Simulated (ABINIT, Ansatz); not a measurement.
## Li3HSe (Pm-3m): modes at Γ and the response to a field

Which modes does Li3HSe (Pm-3m) have at the zone centre?

Main program and level: ABINIT 10.8.3; DFT LDA, scalar-relativistic, plane waves, PseudoDojo norm-conserving pseudopotentials.

Most raw output is cut from this account.

### 1. Set-up

It takes space group Pm-3m (No. 221, cubic). The conventional cell has a = 4.681 Å, b = 4.681 Å, c = 4.681 Å, α = 90.00°, β = 90.00°, γ = 90.00°. H has 12 Li at 3.31 Å nearest. Nearest to Se lie 6 Li at 2.34 Å. Li has 2 Se at 2.34 Å nearest. Farther neighbours and most contacts between anions are not listed.

### 2. Relaxation

The harmonic expansion needs vanishing forces, and a free crystal bears no stress, so cell and atoms are brought to rest. Stress is more sensitive to the basis than forces are: the last 3 Ha under the cutoff are smoothed with ecutsm, and the cutoff is raised above that of the later runs.

The starting cell comes from a relaxation made beforehand in Ansatz (LDA, PseudoDojo NC).

Contents of relax.abi:

```
# relaxation
ionmov 2
optcell 2
dilatmx 1.08
ntime 40
tolmxf 1.0d-05
tolvrs 1.0d-14
prtwf 0
prtden 0
chksymtnons 0

# basis, mesh and filling
ecut 48.0
ecutsm 3.0
ngkpt 4 4 4
nshiftk 1
shiftk 0.0 0.0 0.0
istwfk *1
occopt 1
nband 13
nstep 100
diemac 9.0
prtebands 0
prtgsr 0
useylm 1

# cell and atoms
acell 3*1.0 Angstrom
rprim 
    4.680761461 0.0 0.0
    0.0 4.680761461 0.0
    0.0 0.0 4.680761461
ntypat 3
znucl 1 34 3
natom 5
typat 1 2 3 3 3
xred 
    0.0 0.0 0.0
    0.5 0.5 0.5
    0.5 0.5 0.0
    0.5 0.0 0.5
    0.0 0.5 0.5
pp_dirpath "./pseudo"
pseudos "H.upf, Se.upf, Li.upf"
```

The run is started by

```
> OMP_NUM_THREADS=1 mpirun -n 4 abinit relax.abi > relax.log
```

Elapsed: 25 s, on 4 MPI ranks of Arm Neoverse V1, shared host.

Little changed from the start: no atom moved by 0.005 Å and no cell edge by 0.1 %.

This step gave:

* volume per atom: 20.51 Å³
* pressure: -1.24e-4 GPa

### 3. Ground state

The response is built on these wavefunctions, so the potential is converged far more tightly than an energy would need.

Contents of gs.abi:

```
# ground state
tolvrs 1.0d-16
prtden 1
prtwf 1

# basis, mesh and filling
ecut 39.0
ngkpt 4 4 4
nshiftk 1
shiftk 0.0 0.0 0.0
istwfk *1
occopt 1
nband 13
nstep 100
diemac 9.0
prtebands 0
prtgsr 0
useylm 1

# cell and atoms
acell 3*1.0 Angstrom
rprim 
    4.680761464 0.0 0.0
    0.0 4.680761464 0.0
    0.0 0.0 4.680761464
ntypat 3
znucl 1 34 3
natom 5
typat 1 2 3 3 3
xred 
    0.0 0.0 0.0
    0.5 0.5 0.5
    0.5 0.5 0.0
    0.5 0.0 0.5
    0.0 0.5 0.5
pp_dirpath "./pseudo"
pseudos "H.upf, Se.upf, Li.upf"
```

The run is started by

```
> OMP_NUM_THREADS=1 mpirun -n 4 abinit gs.abi > gs.log
```

It took 16 s on 4 MPI ranks; 65 s of CPU time.

Read from the output:

| Quantity | Value |
| --- | --- |
| pressure | -0.1437 GPa |

The cell stands at -0.14 GPa: the relaxation ran with a smoothed and higher cutoff, and the difference is a stress of the finite basis.

### 4. Empty bands

Empty bands on the ground state's density check that the gap assumed so far is there in this cell.

Contents of gap.abi:

```
# empty bands on the ground state's density
iscf -2
getden_filepath "gso_DEN"
tolwfr 1.0d-12
nbdbuf 2
prtwf 0

# basis, mesh and filling
ecut 39.0
ngkpt 4 4 4
nshiftk 1
shiftk 0.0 0.0 0.0
istwfk *1
occopt 1
nband 17
nstep 100
diemac 9.0
prtebands 0
prtgsr 0
useylm 1

# cell and atoms
acell 3*1.0 Angstrom
rprim 
    4.680761464 0.0 0.0
    0.0 4.680761464 0.0
    0.0 0.0 4.680761464
ntypat 3
znucl 1 34 3
natom 5
typat 1 2 3 3 3
xred 
    0.0 0.0 0.0
    0.5 0.5 0.5
    0.5 0.5 0.0
    0.5 0.0 0.5
    0.0 0.5 0.5
pp_dirpath "./pseudo"
pseudos "H.upf, Se.upf, Li.upf"
```

The run is started by

```
> OMP_NUM_THREADS=1 mpirun -n 4 abinit gap.abi > gap.log
```

Run time: 10 s. Hardware: 4 MPI ranks; 40 s of CPU time.

Read from the output:

| Item | Value |
| --- | --- |
| gap on the k-mesh | 1.744 eV |

In this cell the gap on the mesh is 1.7 eV, indirect (smallest direct 1.9 eV), so fixed occupations hold.

### 5. Zone-centre response

The derivative of the wavefunctions by k comes first, since the response to a field is built on it; then the field and the displacements that symmetry doesn't supply are solved at q = 0.

It reads the wavefunctions written in step 3.

Contents of dfpt_gamma.abi:

```
ndtset 2

# common to the responses
getwfk_filepath "gso_WFK"
kptopt 2
nqpt 1
qpt 0.0 0.0 0.0
asr 0
chneut 0

# d/dk
rfelfd1 2
rfdir1 1 1 1
iscf1 -3
tolwfr1 1.0d-20

# displacements, field
rfphon2 1
rfatpol2 1 5
rfdir2 1 1 1
rfelfd2 3
getddk2 1
tolvrs2 1.0d-10
prtwf2 0

# basis, mesh and filling
ecut 39.0
ngkpt 4 4 4
nshiftk 1
shiftk 0.0 0.0 0.0
istwfk *1
occopt 1
nband 13
nstep 100
diemac 9.0
prtebands 0
prtgsr 0
useylm 1

# cell and atoms
acell 3*1.0 Angstrom
rprim 
    4.680761464 0.0 0.0
    0.0 4.680761464 0.0
    0.0 0.0 4.680761464
ntypat 3
znucl 1 34 3
natom 5
typat 1 2 3 3 3
xred 
    0.0 0.0 0.0
    0.5 0.5 0.5
    0.5 0.5 0.0
    0.5 0.0 0.5
    0.0 0.5 0.5
pp_dirpath "./pseudo"
pseudos "H.upf, Se.upf, Li.upf"
```

The run is started by

```
> OMP_NUM_THREADS=1 mpirun -n 4 abinit dfpt_gamma.abi > dfpt_gamma.log
```

Run time: 2.8 min. Hardware: 4 MPI ranks; 11 min of CPU time.

Numbers from this step:

| Quantity | Value |
| --- | --- |
| miss of the charge sum rule | 0.01834 e |
| largest acoustic frequency at the zone centre before the sum rule | 2.26 cm⁻¹ |
| highest optical zone-centre mode (no LO-TO term) | 568.8 cm⁻¹ |
| lowest optical zone-centre mode | -387.5 cm⁻¹ |
| mean high-frequency dielectric constant | 4.358 |
| largest Born charge in size (third of the trace) | 1.767 e |

Born charge (rows field, columns displacement), before the sum rule (e), principal values of the symmetric part by kind of site:

| atom | atoms with these values | low | middle | high | mean |
| --- | --- | --- | --- | --- | --- |
| H1 | 1 | -1.44 | -1.44 | -1.44 | -1.44 |
| Se2 | 1 | -1.77 | -1.77 | -1.77 | -1.77 |
| Li3 | 3 | 0.97 | 0.97 | 1.25 | 1.06 |

In full for Li3:

```
0.97 0.00 0.00
0.00 0.97 0.00
0.00 0.00 1.25
```

High-frequency dielectric tensor:

```
4.36 0.00 0.00
0.00 4.36 0.00
0.00 0.00 4.36
```

The acoustic modes at Γ come out as far as 2.3 cm⁻¹ from zero, where they should vanish, a small numerical error; the Born charges miss their sum rule by 0.018 e, which is good. The lowest optical mode is imaginary, 388i cm⁻¹, an instability at this level and on this k mesh.

### 6. Modes with the sum rule

anaddb reads the merged derivatives and imposes the acoustic sum rule.

Contents of anaddb.abi:

```
ddb_filepath "gamma_DDB"
output_file "anaddb.abo"
outdata_prefix "anaddb"
asr 1
chneut 1
enunit 2
eivec 1
nph1l 1
qph1l 0.0 0.0 0.0 1.0
dieflag 1
nph2l 3
qph2l 
    1.0 0.0 0.0 0.0
    0.0 0.0 1.0 0.0
    1.0 1.0 1.0 0.0
```

Contents of mrgddb.in:

```
gamma_DDB
merged
2
dfpt_gammao_DS2_DDB
gso_DDB
```

The run is started by

```
> mrgddb < mrgddb.in > mrgddb.log
> OMP_NUM_THREADS=1 anaddb anaddb.abi > anaddb.log
```

Wall time 0.53 s (1 thread).

The program refused the input: “The lowest mode appears to be a "true" negative mode, and not an acoustic mode”.

With an imaginary mode the lattice part of the dielectric tensor has no meaning; dieflag 2 would ask for the electronic part alone. The modes stand as the response run printed them.

### 7. The same in Ansatz

A second program on the same cell, potentials, cutoff and meshes tests the implementation of the phonon response, not its convergence. Its field response is summed in its own way.

This step: DFT LDA, scalar-relativistic, plane waves, PseudoDojo norm-conserving pseudopotentials (Ansatz 0.2.0).

Contents of input.yaml:

```yaml
crystal:
  lattice:
    - [4.6807614642, 0.0, 0.0]
    - [0.0, 4.6807614642, 0.0]
    - [0.0, 0.0, 4.6807614642]
  atoms:
    - { symbol: H, position: [0.0, 0.0, 0.0] }
    - { symbol: Se, position: [0.5, 0.5, 0.5] }
    - { symbol: Li, position: [0.5, 0.5, 0.0] }
    - { symbol: Li, position: [0.5, 0.0, 0.5] }
    - { symbol: Li, position: [0.0, 0.5, 0.5] }
kpoints:
  mp_grid: { grid: [4, 4, 4] }
hamiltonian:
  xc: lda
  pseudopotentials: { kind: nc, accuracy: standard }
scf:
  occupations: { method: fixed }
output:
  eigenvalues: true
basis:
  ecutwfc: 1061.244
phonons:
  method: dfpt
  dielectric: true
  rigid_motions: translations
```

The run is started by

```
> ansatz run input.yaml --threads 4 --pin off --max-ram 8192MiB --backend cpu --events-out ev --progress --plain --runs-dir out
```

Wall time 35 s (4 threads); peak memory 1.1 GiB.

Numbers from this step:

- sum-rule residual before enforcement: 2.19e-4 eV/Å²
- miss of the charge sum rule: 0.005395 e
- estimated error of the dielectric tensor: 0.01253
- estimated error of the Born charges: 0.01890 e
- highest optical zone-centre mode (no LO-TO term): 568.9 cm⁻¹
- lowest optical zone-centre mode: -387.3 cm⁻¹
- mean high-frequency dielectric constant: 4.242
- largest Born charge in size (third of the trace): 1.771 e
- highest mode moved by the LO-TO term: 620.8 cm⁻¹

Transverse modes; imaginary modes left out. Infrared lines, with heights relative to the strongest:

| position (cm⁻¹) | label | IR intensity ((D/Å)²/amu), degenerate modes summed, relative |
| --- | --- | --- |
| 223 | T1u | 41 |
| 569 | T1u | 100 |

The log warns that the force constants on this k mesh are to be taken as unconverged.

### 8. The two compared: ABINIT PseudoDojo and Ansatz, PseudoDojo

Numbers from this step:

- root-mean-square difference: 0.11 cm⁻¹
- largest difference: 0.22 cm⁻¹

The 12 of 12 modes that differ most. Frequencies side by side:

| q (reciprocal lattice) | mode | ABINIT PseudoDojo (cm⁻¹) | Ansatz, PseudoDojo (cm⁻¹) |
| --- | --- | --- | --- |
| 0 0 0 | 1 | -387.5 | -387.3 |
| 0 0 0 | 2 | -387.5 | -387.3 |
| 0 0 0 | 3 | -387.5 | -387.3 |
| 0 0 0 | 4 | -142 | -142 |
| 0 0 0 | 5 | -142 | -142 |
| 0 0 0 | 6 | -142 | -142 |
| 0 0 0 | 10 | 223.3 | 223.3 |
| 0 0 0 | 11 | 223.3 | 223.3 |
| 0 0 0 | 12 | 223.3 | 223.3 |
| 0 0 0 | 13 | 568.8 | 568.9 |
| 0 0 0 | 14 | 568.8 | 568.9 |
| 0 0 0 | 15 | 568.8 | 568.9 |

The two runs side by side. Further quantities:

| quantity | ABINIT PseudoDojo | Ansatz, PseudoDojo |
| --- | --- | --- |
| mean ε∞ | 4.358 | 4.242 |
| largest Born charge in size (e; the first before, the second after the charge sum rule) | 1.767 | 1.771 |

At the zone centre the largest difference (acoustic modes at Γ apart) is 0.04 % of the highest mode; ε∞ differs by 2.7 %.

### 9. Outcome

```yaml
space_group_after_relaxation: Pm-3m
volume_per_atom: 20.5 Å³
highest_optical_zone_centre_mode_no_lo_to_term: 568.8 cm⁻¹
lowest_optical_zone_centre_mode: -387.5 cm⁻¹
mean_high_frequency_dielectric_constant: 4.36
largest_born_charge_in_size_third_of_the_trace: 1.77 e
largest_difference_from_ansatz_pseudodojo: 0.22 cm⁻¹
```

**Reading.** At the LDA level the optical modes of Li3HSe (Pm-3m) at the zone centre (no LO-TO term) run from 388i to 569 cm⁻¹, so the structure is a saddle point, with 6 modes beyond 10i cm⁻¹ there. ABINIT PseudoDojo and Ansatz, PseudoDojo agree to 0.22 cm⁻¹ (0.04 % of the highest mode compared) on all solved modes but the acoustic ones at Γ, without the LO-TO term. These are harmonic frequencies at zero temperature: anharmonic shifts and linewidths and thermal expansion are left out. Ansatz warns that the cutoff lies 9 % under the one recommended for these files; agreement at one cutoff is not convergence. Ansatz's log warns that force constants on this k mesh are to be taken as unconverged, an error that the frequencies of both programs share. The structure is a hypothetical one, built on a prototype.

[Host names and launcher messages were left out of these logs when they were recorded.]

[Logs are printed without paths, hosts, clocks, repeated set-up lines and the standing remarks that a program may print on its own settings, such as how far it seeks lower states.]

[Hosts, paths, dates, database ids (printed as entryN), source tags and the programs' standing remarks are cut or masked in the printed files.]
